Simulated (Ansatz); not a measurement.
An input for Ansatz 0.2.0 (SnO2 (Pnnm)):

```yaml
crystal:
  lattice:
    - [4.788004, 0.0, 0.0]
    - [0.0, 4.866582, 0.0]
    - [0.0, 0.0, 3.240898]
  atoms:
    - { symbol: Sn, position: [0.5, 0.5, 0.5] }
    - { symbol: Sn, position: [0.0, 0.0, 0.0] }
    - { symbol: O, position: [0.291855, 0.321042, 0.0] }
    - { symbol: O, position: [0.791855, 0.178958, 0.5] }
    - { symbol: O, position: [0.208145, 0.821042, 0.5] }
    - { symbol: O, position: [0.708145, 0.678958, 0.0] }
kpoints:
  mp_grid: { grid: [4, 4, 6] }
hamiltonian:
  xc: lda
  pseudopotentials: { kind: paw, azcp: { folder: soft_1 }, xc_functional: pbe }
scf:
  occupations: { method: fixed }
gw:
  n_empty_bands: 277
  ecut_chi: 138
  qp_bands: [v2, c2]
  qp_kpoints: band_edges
  screening: { model: contour_deformation }
```

```sh
ansatz run input.yaml --threads 2 --pin off --max-ram 92160MiB --backend cuda --events-out ev --progress --plain --runs-dir out --devices 1 --max-vram 13GiB
```

Question: How long will it take on 1 × NVIDIA H100 80GB HBM3 (shared by 6 runs) with 2 threads of AMD EPYC 7R13 (Zen 3), shared host, and how much memory?

It took 88 s; on shared hardware allow 44 s to 2.9 min. Peak host memory was 1.8 GiB. The sizes that set the cost: 1479 plane waves a state, 36 irreducible k points, 303 bands summed, 275 plane waves in the screening and 7 SCF cycles.

The screening grows as filled bands × empty bands × pairs of k points, times the square of the screening basis for the matrix.

[Paths, hosts, dates, memory and timing lines, banners, echoed tables and standing remarks are left out of the program output.]

[Logs are printed without paths, hosts, clocks, repeated set-up lines and the standing remarks that a program may print on its own settings, such as how far it seeks lower states.]

[Runs of the session that timed out or met a known fault of the program may be left out.]

[Cells called generated may have been cut or substituted from an entry of the Crystallography Open Database or the Materials Project.]

[Hosts, paths, dates, database ids (printed as entryN), source tags and the programs' standing remarks are cut or masked in the printed files.]
